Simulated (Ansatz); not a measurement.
# Relaxing a frame of liquid methanol from 298 K (108 atoms)

How does a frame of liquid methanol from 298 K (108 atoms) relax, and what do bonds, charges and levels look like afterwards?

Calculated with Ansatz 0.2.0; Kohn-Sham DFT, PBE+D3(BJ), PAW (set soft_2), plane waves.

Report form: the programs' logs are mostly left out.

## Step 1: Starting point

The cell holds 108 atoms: 18 C, 18 O and 72 H. Cell: a = 10.658 Å, b = 10.658 Å, c = 10.658 Å, α = 90.0°, β = 90.0°, γ = 90.0°. 18 methanol placed at random, at 0.791 g/cm³; overlaps pushed apart, then 10 ps at 398 K with MMFF94 bonds, angles, torsions, charges and radii (Halgren, J. Comput. Chem. 17, 490 (1996)) in harmonic and 12-6 forms. Snapshot after 20 ps at 298 K and fixed volume. The density is a measured one.

Before any run, some limits are plain. The network of contacts between molecules at the start is that of the classical potential that made the cell. Sampling is at Γ alone, for a cell whose shortest periodic width is 11 Å.

## Step 2: Single point at the start

The forces at the start show how far the geometry lies from a minimum of this functional.

File input.yaml:

```yaml
crystal:
  lattice:
    - [10.65831, 0.0, 0.0]
    - [0.0, 10.65831, 0.0]
    - [0.0, 0.0, 10.65831]
  atoms:
    - { symbol: C, position: [0.6042, 0.11959, 0.95986] }
    - { symbol: O, position: [0.50974, 0.09301, 0.8705] }
    - { symbol: H, position: [0.69979, 0.10341, 0.91758] }
    - { symbol: H, position: [0.59085, 0.07411, 0.04717] }
    - { symbol: H, position: [0.6037, 0.22425, 0.97209] }
    - { symbol: H, position: [0.43046, 0.12081, 0.91235] }
    - { symbol: C, position: [0.37722, 0.54187, 0.69233] }
    - { symbol: O, position: [0.2938, 0.43956, 0.69546] }
    - { symbol: H, position: [0.45905, 0.52458, 0.63455] }
    - { symbol: H, position: [0.41341, 0.55184, 0.79159] }
    - { symbol: H, position: [0.32917, 0.626, 0.66285] }
    - { symbol: H, position: [0.24033, 0.46254, 0.77104] }
    - { symbol: C, position: [0.81197, 0.4971, 0.41194] }
    - { symbol: O, position: [0.85615, 0.61381, 0.37685] }
    - { symbol: H, position: [0.80142, 0.44369, 0.32736] }
    - { symbol: H, position: [0.72924, 0.50705, 0.47316] }
    - { symbol: H, position: [0.87312, 0.43387, 0.46544] }
    - { symbol: H, position: [0.87605, 0.64627, 0.45865] }
    - { symbol: C, position: [0.54878, 0.5649, 0.19483] }
    - { symbol: O, position: [0.48934, 0.56226, 0.07213] }
    - { symbol: H, position: [0.49388, 0.63575, 0.25151] }
    - { symbol: H, position: [0.64605, 0.58572, 0.17916] }
    - { symbol: H, position: [0.53727, 0.46576, 0.22901] }
    - { symbol: H, position: [0.5121, 0.48667, 0.02109] }
    - { symbol: C, position: [0.61306, 0.26388, 0.69335] }
    - { symbol: O, position: [0.7208, 0.31022, 0.62878] }
    - { symbol: H, position: [0.6253, 0.30789, 0.78237] }
    - { symbol: H, position: [0.61347, 0.16378, 0.69678] }
    - { symbol: H, position: [0.53076, 0.29702, 0.64756] }
    - { symbol: H, position: [0.72728, 0.40313, 0.64642] }
    - { symbol: C, position: [0.85108, 0.87195, 0.14505] }
    - { symbol: O, position: [0.82676, 0.9544, 0.2405] }
    - { symbol: H, position: [0.94168, 0.82784, 0.16593] }
    - { symbol: H, position: [0.85211, 0.91912, 0.05732] }
    - { symbol: H, position: [0.78289, 0.79876, 0.15623] }
    - { symbol: H, position: [0.73504, 0.96628, 0.23513] }
    - { symbol: C, position: [0.21441, 0.79601, 0.31184] }
    - { symbol: O, position: [0.28454, 0.81737, 0.41882] }
    - { symbol: H, position: [0.24115, 0.7133, 0.26564] }
    - { symbol: H, position: [0.20423, 0.87807, 0.24955] }
    - { symbol: H, position: [0.12296, 0.75314, 0.33643] }
    - { symbol: H, position: [0.24563, 0.88864, 0.45939] }
    - { symbol: C, position: [0.18662, 0.2005, 0.01544] }
    - { symbol: O, position: [0.28, 0.19892, 0.91951] }
    - { symbol: H, position: [0.10081, 0.17148, 0.9653] }
    - { symbol: H, position: [0.17429, 0.2888, 0.06383] }
    - { symbol: H, position: [0.2025, 0.11949, 0.07226] }
    - { symbol: H, position: [0.24513, 0.24999, 0.85102] }
    - { symbol: C, position: [0.99852, 0.34051, 0.7457] }
    - { symbol: O, position: [0.09651, 0.3909, 0.81935] }
    - { symbol: H, position: [0.98561, 0.39895, 0.6605] }
    - { symbol: H, position: [0.90772, 0.32422, 0.78821] }
    - { symbol: H, position: [0.02967, 0.25085, 0.71881] }
    - { symbol: H, position: [0.05786, 0.46064, 0.86581] }
    - { symbol: C, position: [0.00457, 0.76508, 0.69728] }
    - { symbol: O, position: [0.90156, 0.70786, 0.62938] }
    - { symbol: H, position: [0.96918, 0.86034, 0.72475] }
    - { symbol: H, position: [0.08205, 0.76606, 0.63236] }
    - { symbol: H, position: [0.01943, 0.69944, 0.7753] }
    - { symbol: H, position: [0.85914, 0.77832, 0.58664] }
    - { symbol: C, position: [0.51054, 0.08165, 0.35476] }
    - { symbol: O, position: [0.55976, 0.97179, 0.30264] }
    - { symbol: H, position: [0.42776, 0.05449, 0.41077] }
    - { symbol: H, position: [0.48133, 0.14832, 0.28973] }
    - { symbol: H, position: [0.57531, 0.12722, 0.4215] }
    - { symbol: H, position: [0.56523, 0.90556, 0.36972] }
    - { symbol: C, position: [0.7584, 0.63664, 0.86702] }
    - { symbol: O, position: [0.72202, 0.57293, 0.75741] }
    - { symbol: H, position: [0.72023, 0.59759, 0.95529] }
    - { symbol: H, position: [0.73573, 0.73893, 0.84327] }
    - { symbol: H, position: [0.85949, 0.63112, 0.87625] }
    - { symbol: H, position: [0.775, 0.61294, 0.69457] }
    - { symbol: C, position: [0.26196, 0.02549, 0.66831] }
    - { symbol: O, position: [0.23196, 0.04288, 0.54199] }
    - { symbol: H, position: [0.2661, 0.92638, 0.68569] }
    - { symbol: H, position: [0.18748, 0.0743, 0.71647] }
    - { symbol: H, position: [0.3558, 0.07238, 0.67852] }
    - { symbol: H, position: [0.22787, 0.1358, 0.53514] }
    [... 24 atom lines left out ...]
    - { symbol: C, position: [0.20342, 0.38224, 0.4099] }
    - { symbol: O, position: [0.25932, 0.29624, 0.49207] }
    - { symbol: H, position: [0.26967, 0.46033, 0.40738] }
    - { symbol: H, position: [0.11184, 0.40746, 0.45244] }
    - { symbol: H, position: [0.19055, 0.34171, 0.31647] }
    - { symbol: H, position: [0.27019, 0.33769, 0.57131] }
kpoints:
  mp_grid: { grid: [1, 1, 1] }
hamiltonian:
  xc: pbe
  dispersion: d3bj
scf:
  occupations: { method: fixed }
output:
  forces: true
  stress: true
  populations: true
  dos:
    method: { smearing: { sigma: 0.15 } }
    de: 0.1
    projected: { site_lists: { C: [C], H: [H], O: [O] } }
  eigenvalues: true
```

Launch:

```sh
$ ansatz run input.yaml --threads 4 --pin off --max-ram 8192MiB --backend cpu --events-out ev --progress --plain --runs-dir out
```

It took 13 s on 4 threads of Intel Xeon Platinum 8488C (Sapphire Rapids), shared host; peak memory 1.2 GiB.

Numbers from this run:

| Property | Result |
| --- | --- |
| free energy | -15878.4200 eV |
| free energy per atom | -147.0224 eV/atom |
| SCF cycles | 9 |
| pressure | 2.213 GPa |
| r.m.s. force component | 0.8004 eV/Å |
| longest force | 3.096 eV/Å |
| Fermi energy | -1.835 eV |
| gap (highest filled to lowest empty level) | 4.025 eV |
| spilling of the projection | 0.01487 |

The r.m.s. force component of 0.80 eV/Å and the pressure of 2.2 GPa set the starting point.

Length of the force by element:

```tsv
element	coordination	atoms	mean length of the force (eV/Å)	spread	least	most
C	all	18	1.89	0.529	0.866	3.10
H	all	72	1.03	0.494	0.141	2.37
O	all	18	1.48	0.521	0.745	2.76
```

## Step 3: Relaxation

With the cell held, the atoms are moved downhill towards a nearby minimum.

input.yaml, the sections that differ from step 2:

```yaml
output:
  forces: true
relax:
  f_tol: 0.03
  max_steps: 200
# crystal, kpoints, hamiltonian, scf: as in step 2
```

Run time: 4.8 min. Hardware: 4 threads; peak memory 1.1 GiB.

Relaxation path (22 of 58):

```tsv
step	energy less that of the first step (eV)	largest force component (eV/Å)
1	0.0000	2.9067
4	-4.8868	0.3508
6	-5.1625	0.3200
9	-5.3468	0.2595
12	-5.5141	0.0956
15	-5.5884	0.3071
17	-5.6188	0.1410
20	-5.6329	0.0234
23	-5.6385	0.0808
25	-5.6440	0.1147
28	-5.6540	0.2337
31	-5.6644	0.0742
34	-5.6769	0.2290
36	-5.6859	0.0386
39	-5.6936	0.0577
42	-5.6969	0.2129
44	-5.7013	0.0904
47	-5.7051	0.1442
50	-5.7086	0.0411
53	-5.7124	0.0634
55	-5.7124	0.0635
58	-5.7145	0.0272
```

Relaxation steps 30, 42, 48, 54, 56 were tried and not accepted.

The atoms that moved most (Å):

```tsv
atom	dx	dy	dz	length
H22	-1.601	-1.847	1.309	2.773
H105	-2.455	-0.586	-0.320	2.544
H23	-2.148	-0.030	0.749	2.275
H59	0.519	-1.263	-1.801	2.260
H107	-1.848	-1.085	0.461	2.192
H57	0.784	-1.725	-0.022	1.895
H47	0.760	0.966	1.441	1.894
H16	-0.417	1.200	-1.297	1.816
```

The relaxation changed the energy by -52.9 meV/atom, and atoms moved by 1.1 Å r.m.s., 2.8 Å at most.

## Step 4: Local order after relaxation

Bonds before and after, by the cutoffs listed below:

```tsv
pair	bonds before	bonds after	mean before (Å)	mean after (Å)	spread before (Å)	spread after (Å)
H-C	54	54	1.089	1.100	0.025	0.003
H-O	18	18	0.987	1.000	0.018	0.009
C-O	18	18	1.410	1.432	0.023	0.006
```

Density 0.791 g/cm³, 11.21 Å³ an atom.

Pair distribution functions g(r), in bins of 0.2 Å:

```tsv
r (Å)	total	H-H	H-C	H-O	C-C	C-O	O-O
0.90	0.61	0.00	0.00	2.73	0.00	0.00	0.00
1.10	4.54	0.00	16.55	3.89	0.00	0.00	0.00
1.30	0.00	0.00	0.00	0.00	0.00	0.00	0.00
1.50	0.80	0.00	0.00	0.30	0.00	13.20	0.00
1.70	1.85	3.19	0.00	1.97	0.00	0.00	0.00
1.90	0.32	0.00	1.33	0.11	0.00	0.00	0.00
2.10	1.23	0.28	0.36	4.58	0.00	0.00	0.00
2.30	0.53	1.18	0.00	0.00	0.00	0.00	0.00
2.50	0.48	0.74	0.34	0.30	0.00	0.00	0.45
2.70	0.89	1.06	0.57	0.46	0.00	0.00	6.62
2.90	0.73	1.38	0.13	0.36	0.00	0.00	0.36
3.10	0.78	0.94	0.62	0.92	0.00	0.29	0.00
3.30	0.79	0.67	0.89	1.05	0.00	1.06	0.00
3.50	1.31	1.10	1.25	1.52	0.00	3.64	0.00
3.70	1.09	0.88	1.34	1.27	1.50	1.31	0.00
3.90	0.95	0.78	1.24	1.08	1.74	0.68	0.00
4.10	1.12	1.08	1.34	0.75	3.03	0.88	1.41
4.30	1.03	1.03	1.01	0.88	1.29	1.30	1.61
4.50	1.24	1.25	0.99	1.40	2.50	0.73	1.33
4.70	1.11	1.01	1.33	0.89	1.34	1.22	2.15
4.90	1.18	1.18	1.50	0.93	0.75	1.11	1.01
5.10	1.06	1.15	0.98	0.99	1.36	0.92	1.02
```

Bonds by pair of elements; cutoffs follow the first minimum of g(r), held within bounds set by covalent radii, and pairs that aren't listed don't count as bonded:

```tsv
pair A-B	cutoff (Å)	bonds	mean length (Å)	spread (Å)	shortest (Å)	B about A	A about B
H-C	1.34	54	1.1	0.003	1.09	0.75	3
H-O	1.21	18	1	0.009	0.982	0.25	1
C-O	1.73	18	1.43	0.006	1.42	1	1
```

How many atoms have how many bonded neighbours:

```tsv
element	mean	1	2	4
C	4	0	0	18
H	1	72	0	0
O	2	0	18	0
```

Bond angles (no mean is given where the spread exceeds 20°):

```tsv
angle	count	mean (°)	spread (°)
H-C-H	54	108	0.4
H-C-O	54	110	1.7
C-O-H	18	108	1
```

First main peaks of g(r), for some of the pairs, lie near 1.8 Å (H-H), 1.1 Å (H-C), 1.0 Å (H-O), 4.0 Å (C-C), 1.4 Å (C-O) and 2.7 Å (O-O). By these cutoffs all C atoms have 4, all H atoms have 1 and all O atoms have 2 bonded neighbours. The H-C-H angle averages 108° with a spread of 0.4°.

(Continued in part 2 of 2.)

[Logs are printed without paths, hosts, clocks, repeated set-up lines and the standing remarks that a program may print on its own settings, such as how far it seeks lower states.]

[Hosts, paths, dates, database ids (printed as entryN), source tags and the programs' standing remarks are cut or masked in the printed files.]

[The MMFF94 radii named for the starting cell were scaled by 0.96; in molecules described by MMFF94, hydrogen bound to N, O or S took a small fixed 12-6 site in their place.]
